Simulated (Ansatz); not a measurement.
# HfZnO3 (model cell, started as cubic perovskite with Hf in the octahedra): a soft mode frozen in, part 3 of 3

Wanted: the energy along a soft mode of HfZnO3 (model cell, started as cubic perovskite with Hf in the octahedra) and the structure at the end.

Ansatz 0.2.0; DFT PBEsol, scalar-relativistic, plane waves, PAW; PAW set soft_1.

So far. Step 5 (Energy along the mode, all amplitudes (two of the runs …): The lowest of the steps tried is the last one, at 0.6 Å, 260 meV/atom below the parent; the bottom of the well need not coincide with a step. Step 7 (The new phase in its own primitive cell): The largest force component left is 0.38 meV/Å and the pressure is 0.005 GPa, within the tolerances set. The cell now holds 12.10 Å³/atom. The relaxed cell has a = 5.550, c = 3.930 Å (conventional setting).

The structure was built from a prototype and need not be the compound's stable phase.

**8. Modes of the new phase, k-mesh 6×6×8, occupations fixed**

A relaxed structure may still be a saddle point, so its zone-centre modes are computed. The response to a homogeneous field gives the Born charges and the dielectric tensor.

File input.yaml:

```yaml
crystal:
  lattice:
    - [5.5496102838, 0.0, 0.0]
    - [0.0, 5.5496102838, 0.0]
    - [0.0, 0.0, 3.9296625994]
  atoms:
    - { symbol: Zn, position: [0.0, 0.5, 0.0] }
    - { symbol: Zn, position: [0.5, 0.0, 0.0] }
    - { symbol: Hf, position: [0.0, 0.0, 0.5] }
    - { symbol: Hf, position: [0.5, 0.5, 0.5] }
    - { symbol: O, position: [0.1580810847, 0.6580810847, 0.5] }
    - { symbol: O, position: [0.8419189153, 0.3419189153, 0.5] }
    - { symbol: O, position: [0.3419189153, 0.1580810847, 0.5] }
    - { symbol: O, position: [0.6580810847, 0.8419189153, 0.5] }
    - { symbol: O, position: [0.0, 0.0, 0.0] }
    - { symbol: O, position: [0.5, 0.5, 0.0] }
kpoints:
  mp_grid: { grid: [6, 6, 8] }
hamiltonian:
  xc: pbesol
  pseudopotentials: { kind: paw, azcp: { folder: soft_1 }, xc_functional: pbe }
scf:
  occupations: { method: fixed }
output:
  eigenvalues: true
phonons:
  method: dfpt
  dielectric: true
  rigid_motions: translations
```

The run is started by

```console
$ ansatz run input.yaml --threads 8 --pin off --max-ram 16384MiB --backend cpu --events-out ev --progress --plain --runs-dir out
```

Numbers of over 12 decimals in the logs are rounded to 6 here.

Output:

```text
[...]
Crystal: 10 atoms, lattice volume = 121.026 Å³
Basis set: ecut = 420 eV, 2393 PW (Γ), exchange–correlation on 80×80×54 points (8 copies of the dense FFT grid, shifted against one another)
Bands: 68, of which v1, the nominal top of the filled ones, is band 56 counted from 1 (55 counted from 0)
Symmetry: 16 space group operations
k-points: 148 of 288 (irreducible under 1 space group operation, time reversal used)
[...]
SCF iter   1: F=—  HF=-41137.293605 eV  |F-HF|=—  |Δ(HF+E_count)|=         —  Δρ=1.08e-1  dr2=1.57e1  ethr=3.10e-3  ⟨swp⟩=4.2  Hψ=30871  notcnv=0  defer=993
[...]
SCF iter  14: F=-41132.023171 eV  HF=-41132.023171 eV  |F-HF|=4.37e-11  |Δ(HF+E_count)|=  3.20e-10  Δρ=3.35e-7  dr2=9.89e-11  ethr=1.00e-12  ⟨swp⟩=12.4  Hψ=74725  notcnv=0
SCF 1 converged in 14 iterations: F = -41132.023171 eV  dr2 = 9.89e-11
[...]
DFPT response loops at Γ: preconditioner auto → Resta (q_TF=auto, 2.693 Å⁻¹)  ε∞=10.9 (no band partly filled); β = 1.00, the filter's whole step (`scf.mixing.beta` (0.50) is not read by the response loops at its default; to damp them type it under 1.00, their step now; it binds the ground state too); Broyden in place of MSR1
── the response to a field inside a basis, on 10×10×12 k-points: an SCF that follows is theirs, and a resumed run solves both again ──
Bands: 57, of which v1, the nominal top of the filled ones, is band 56 counted from 1 (55 counted from 0)
k-points: 90 of 1200
[...]
Eigensolver: Dense (90 Hₖ)
SCF iter   1: F=—  HF=-41131.790972 eV  |F-HF|=—  |Δ(HF+E_count)|=         —  Δρ=6.40e-4  dr2=1.27e-4  ethr=1.00e-1
[...]
SCF iter   6: F=-41131.791060 eV  HF=-41131.791060 eV  |F-HF|=1.11e-8  |Δ(HF+E_count)|=   6.61e-9  Δρ=4.02e-6  dr2=2.64e-8  ethr=2.00e-10
SCF 1 converged in 6 iterations: F = -41131.791060 eV  dr2 = 2.64e-8
[...]
WARN: field response: inside a basis, on 10×10×12 points, no mesh in reach settles it: take ε∞, Z* and everything formed from them with what they may err, as stated (eps_inf_uncertainty, zstar_uncertainty_e), and compare with field_mesh: kpoints on a denser kpoints.mp_grid
WARN: field response: ε∞ stands inside a basis, on 10×10×12 points; the force constants stand on the 6×6×8 k-mesh, whose period is 11.18 times the interband length at k = (0.0000, 0.0000, 0.0000), direct gap 0.624 eV, under 14: take them and everything formed from them as unconverged, and compare with a denser kpoints.mp_grid
SCF converged after 14 iterations
Free energy (F): -41132.023171 eV
[...]
Internal energy: -41132.023171 eV  (E = F + TS)
E sigma→0 (E₀):  -41132.023171 eV
Fermi energy:    10.081103 eV
[...]
--- Band table (eV; the first three rows and the last of 148) ---
  k-point 0: bands = [... 52 lower, 9.2455, 9.5632, 9.9640, 9.9640, 10.5877, 12.6752, 14.2791, 14.2791, ... 8 higher]
  k-point 1: bands = [... 52 lower, 9.0034, 9.0034, 9.9961, 9.9961, 11.1257, 12.8046, 14.6749, 14.6749, ... 8 higher]
  k-point 2: bands = [... 52 lower, 9.3844, 9.3844, 10.0606, 10.0606, 12.2236, 12.9925, 15.2454, 15.5373, ... 8 higher]
  k-point 147: bands = [... 52 lower, 8.9863, 8.9863, 9.3262, 9.3262, 14.0323, 14.0323, 15.3341, 15.3341, ... 8 higher]
--- Phonons (Γ-DFPT): 8 representative perturbations + reference, on 148 of 288 k-points (Σ response iterations 36) ---
  k mesh reduced under 1 symmetry operation, with k and −k counted as one. Each operation leaves every solved perturbation unchanged. A smaller set is not considered because the run solves the response to a homogeneous field
  ASR residual: 5.854e-4 → 0.000e0 eV/Å²; symmetrization residual: 1.743e-5 eV/Å²
  ASR residual per site (eV/Å²): 6.91e-5 6.91e-5 4.53e-4 4.53e-4 2.00e-4 2.00e-4 2.00e-4 2.00e-4 5.85e-4 5.85e-4
  Γ frequencies (cm⁻¹): -242.86 -242.86 -201.34 -201.34 -145.43 -135.51 -121.37 -121.37 0.00 0.00 0.00 88.45 88.45 99.67 102.06 102.06 121.68 187.94 215.04 215.04 225.51 225.51 468.78 515.72 524.54 524.54 582.07 721.90 736.77 737.31
  ε∞ (high-frequency dielectric tensor):
        6.176525     0.000000     0.000000
        0.000000     6.176525     0.000000
        0.000000     0.000000     6.715759
  softest optical mode at Γ: -242.86 cm⁻¹; the repairs (sum rule, projections) moved no ω² at Γ by more than (4.34 cm⁻¹)²
  Born effective charges Z* (e; rows j = field, columns β = displacement):
    site 0:
         2.52778    0.29419    0.00000
         0.29419    2.52778    0.00000
         0.00000    0.00000    3.10952
    site 1:
         2.52778   -0.29419    0.00000
        -0.29419    2.52778    0.00000
         0.00000    0.00000    3.10952
    site 2:
         5.48138    0.07344    0.00000
        -0.07344    5.48138    0.00000
         0.00000    0.00000    6.16922
    site 3:
         5.48138   -0.07344    0.00000
         0.07344    5.48138    0.00000
         0.00000    0.00000    6.16922
    site 4:
        -3.04357    0.98841    0.00000
         0.98841   -3.04357    0.00000
         0.00000    0.00000   -2.02873
    site 5:
        -3.04357    0.98841    0.00000
         0.98841   -3.04357    0.00000
         0.00000    0.00000   -2.02873
    site 6:
        -3.04357   -0.98841    0.00000
        -0.98841   -3.04357    0.00000
         0.00000    0.00000   -2.02873
    site 7:
        -3.04357   -0.98841    0.00000
        -0.98841   -3.04357    0.00000
         0.00000    0.00000   -2.02873
    site 8:
        -1.92202    0.14345    0.00000
        -0.14345   -1.92202    0.00000
         0.00000    0.00000   -5.22128
    site 9:
        -1.92202   -0.14345    0.00000
         0.14345   -1.92202    0.00000
         0.00000    0.00000   -5.22128
  Z* charge neutrality: 1.422e-2 e pre-enforcement
  solved inside a basis spanned on kpoints, on 10×10×12 k-points, which do not settle them: ε∞ is read to err by 6.7e-2, Z* by 7.3e-2 e (field_mesh: kpoints solves on kpoints); Z* is corrected for what the basis lacks
  optical modes at Γ without the LO–TO term, one row a degenerate level:
      ω (cm⁻¹)  modes    IR ((D/Å)²/amu)
       -242.86      2            33.7091
       -201.34      2            20.0794
       -145.43      1            30.2001
       -135.51      1             0.0000
       -121.37      2             0.0000
         88.45      2             2.1290
         99.67      1             0.0000
[...]
optical modes at Γ + LO–TO along q̂ = [1.0000, 0.0000, 0.0000]:
      ω (cm⁻¹)  modes    IR ((D/Å)²/amu)
[...]
optical modes at Γ + LO–TO along q̂ = [0.0000, 1.0000, 0.0000]:
      ω (cm⁻¹)  modes    IR ((D/Å)²/amu)
[...]
optical modes at Γ + LO–TO along q̂ = [0.0000, 0.0000, 1.0000]:
      ω (cm⁻¹)  modes    IR ((D/Å)²/amu)
[...]
102.06      2             1.1698
        121.68      1             0.0000
        215.04      2             0.1370
        225.51      2            44.0527
        312.83      1            20.5304
        468.78      1             0.0000
        515.72      1             0.0000
        524.54      2            62.9610
        582.07      1             0.0000
        721.90      1             0.0000
        737.31      1             0.0000
        875.02      1            96.1688
```

Elapsed: 4.7 min, on 8 threads of Arm Neoverse V2, shared host; peak memory 4.9 GiB.

Numbers from this step:

```yaml
sum_rule_residual_before_enforcement: 5.85e-4 eV/Å²
miss_of_the_charge_sum_rule: 0.01422 e
estimated_error_of_the_dielectric_tensor: 0.06750
estimated_error_of_the_born_charges: 0.07330 e
point_group: 4/mmm
highest_optical_mode_at_the_zone_centre_no_lo_to_term: 737.3 cm⁻¹
lowest_optical_zone_centre_mode: -242.9 cm⁻¹
mean_high_frequency_dielectric_constant: 6.356
largest_born_charge_third_of_the_trace: 5.711 e
top_of_the_zone_centre_spectrum_with_the_field: 875.0 cm⁻¹
```

Patterns of degenerate modes are one choice out of their space. The modes at Γ (shares of kinetic energy by element, %) (negative means imaginary):

```
mode  frequency (cm⁻¹)  symmetry  Zn %  Hf %  O %
   1            -242.9        Eu     8     2   90
   2            -242.9        Eu     8     2   90
   3            -201.3        Eu    34     0   65
   4            -201.3        Eu    34     0   65
   5            -145.4       A2u    61     3   36
   6            -135.5       B1u    63     0   37
   7            -121.4        Eg     0     0  100
   8            -121.4        Eg     0     0  100
   9               0.0  acoustic    22    61   16
  10               0.0  acoustic    22    61   16
  11               0.0  acoustic    22    61   16
  12              88.5        Eu    73    15   13
  13              88.5        Eu    73    15   13
  14              99.7       A1u     0    95    5
  15             102.1        Eu    26    56   18
  16             102.1        Eu    26    56   18
  17             121.7       B1u    37     0   63
  18             187.9       A2u    17    31   52
  19             215.0        Eu    35    46   18
  20             215.0        Eu    35    46   18
  21             225.5        Eu     1    17   82
  22             225.5        Eu     1    17   82
  23             468.8       A1g     0     0  100
  24             515.7       B2g     0     0  100
  25             524.5        Eu     0     2   97
  26             524.5        Eu     0     2   97
  27             582.1       B1g     0     0  100
  28             721.9       A2g     0     0  100
  29             736.8       A2u     0     5   95
  30             737.3       A1u     0     5   95
```

Displacements in mode 1 (-242.9 cm⁻¹), the largest set to 1:
```
Zn1 -0.15  0.15  0.00
Zn2  0.00  0.00  0.00
Hf3 -0.01  0.05  0.00
Hf4 -0.05  0.01  0.00
O5   0.12 -0.12  0.00
O6   0.12 -0.12  0.00
O7  -0.07  0.08  0.00
O8  -0.07  0.08  0.00
O9   0.21 -1.00  0.00
O10  1.00 -0.19  0.00
```

Displacements in mode 30 (737.3 cm⁻¹), the largest set to 1:
```
Zn1  0.00  0.00  0.00
Zn2  0.00  0.00  0.00
Hf3  0.00  0.00 -0.07
Hf4  0.00  0.00  0.07
O5   0.00  0.00  0.00
O6   0.00  0.00  0.00
O7   0.00  0.00  0.00
O8   0.00  0.00  0.00
O9   0.00  0.00  1.00
O10  0.00  0.00 -1.00
```

High-frequency dielectric tensor, which the program warns is not settled by the k meshes in reach. Tensor:

```
       x      y      z
x  6.176      0      0
y      0  6.176      0
z      0      0  6.716
```

Optical modes at the zone centre, without and with the macroscopic field of the longitudinal modes; each column is sorted by frequency, so a row need not hold one and the same mode. Modes with and without the field, by row:

```
rank among optical modes  no field (cm⁻¹)  q along (1, 0, 0) (cm⁻¹)  q along (0, 0, 1) (cm⁻¹)
                       1           -242.9                    -242.9                    -242.9
                       2           -242.9                    -222.8                    -242.9
                       3           -201.3                    -201.3                    -201.3
                       4           -201.3                    -145.4                    -201.3
                       5           -145.4                    -135.5                    -135.5
                       6           -135.5                    -132.5                    -121.4
                       7           -121.4                    -121.4                    -121.4
                       8           -121.4                    -121.4                      76.2
                       9             88.5                      88.5                      88.5
                      10             88.5                      94.6                      88.5
                      11             99.7                      99.7                      99.7
                      12            102.1                     102.1                     102.1
                      13            102.1                     109.8                     102.1
                      14            121.7                     121.7                     121.7
                      15            187.9                     187.9                       215
                      16              215                       215                       215
                      17              215                     215.1                     225.5
                      18            225.5                     225.5                     225.5
                      19            225.5                     334.3                     312.8
                      20            468.8                     468.8                     468.8
                      21            515.7                     515.7                     515.7
                      22            524.5                     524.5                     524.5
                      23            524.5                     582.1                     524.5
                      24            582.1                       643                     582.1
                      25            721.9                     721.9                     721.9
                      26            736.8                     736.8                     737.3
                      27            737.3                     737.3                       875
```

Born charge (rows field, columns displacement) (e), principal values of the symmetric part by kind of site:

```
atom  atoms with these values    low  middle   high   mean
 Zn1                        2   2.23    2.82   3.11   2.72
 Hf3                        2   5.48    5.48   6.17   5.71
  O5                        4  -4.03   -2.06  -2.03  -2.71
  O9                        2  -5.22   -1.92  -1.92  -3.02
```

In full for Zn1:

```
2.53 0.29 0.00
0.29 2.53 0.00
0.00 0.00 3.11
```

Transverse modes; imaginary modes are left out. Lines of the infrared spectrum (strongest = 100):

```
position (cm⁻¹)  lines merged  relative intensity
             88             1                 3.0
            100             1                 0.0
            102             1                 1.6
            122             1                 0.0
            188             1                  25
            215             1                 0.2
            226             1                  62
            469             1                 0.0
            516             1                 0.0
            524             1                  89
            582             1                 0.0
            722             1                 0.0
            737             2                 100
```

Before it was imposed, the acoustic sum rule was missed by 5.9e-4 eV/Å² and the charge sum rule by 0.014 e. Small misses are needed for a sound result but don't prove that mesh and cutoff are converged. The lowest optical mode is imaginary, 242.9i cm⁻¹, so the energy falls along it.

The log warns of the k mesh: “the force constants stand on the 6×6×8 k-mesh, whose period is 11.18 times the interband length at k = (0.0000, 0.0000, 0.0000), direct gap 0.624 eV, under 14: take them and everything formed from them as unconverged”.

**9. Summary of results**

```yaml
unstable_mode_of_the_parent: q = (0, -0.5, -0.5), 353i cm⁻¹
depth_at_the_lowest_point_sampled: 260 meV/atom
largest_atomic_shift_at_that_point: 0.6 Å
space_group_reached_within_0p01_a: P4/mbm
energy_gained_over_the_parent_first_relaxation_on_the_mesh_of_the_frozen_mode: 331 meV/atom
volume_per_atom_phase_reached: 12.1 Å³
gap_on_the_k_mesh_phase_reached: 0.507 eV
lowest_optical_zone_centre_mode_phase_reached: -243 cm⁻¹
highest_optical_mode_at_the_zone_centre_no_lo_to_term_phase_reached: 737 cm⁻¹
```

In words: Along this mode the structure falls into P4/mbm, 331 meV/atom below the parent. At the parent's cell the well is 259.7 meV/atom deep on the steps tried, with its lowest point at a shift of 0.6 Å. That is the last step tried, so the steps alone don't bracket the bottom of the well. Relaxing atoms and cell changes the gain by +71.56 meV/atom against the lowest step (energies at zero smearing). The new phase still has an imaginary mode at the zone centre of its cell, so it is a saddle point on the way to a lower structure. Of the 2 patterns followed to their end from this parent, this one reaches the lowest energy. Another end point lies within 1 meV/atom; how such a difference moves with mesh and cutoff was not tested. Each path keeps the symmetry of its pattern, so a lower phase may lie along a pattern not tried. With the field response the log warns that the k mesh is coarse for the force constants too, so the frequencies may not be converged. With no gap, or one that is small against the smearing, the frequencies hang on the k mesh and the smearing, most of all near Kohn anomalies. In at least one run the field response is not settled by the k meshes in reach, so its dielectric tensor, Born charges and longitudinal modes are rough. A semilocal functional can close a gap that the real compound would have, so the metallic treatment may be an artefact of the level. Spin-orbit coupling is left out, which can matter for the heavy elements here. The PAW files were made for PBE and serve the other functionals too. The starting cell was built on a prototype and not taken from a measurement, so the phase need not exist.

[Logs are printed without paths, hosts, clocks, repeated set-up lines and the standing remarks that a program may print on its own settings, such as how far it seeks lower states.]

[Hosts, paths, dates, database ids (printed as entryN), source tags and the programs' standing remarks are cut or masked in the printed files.]
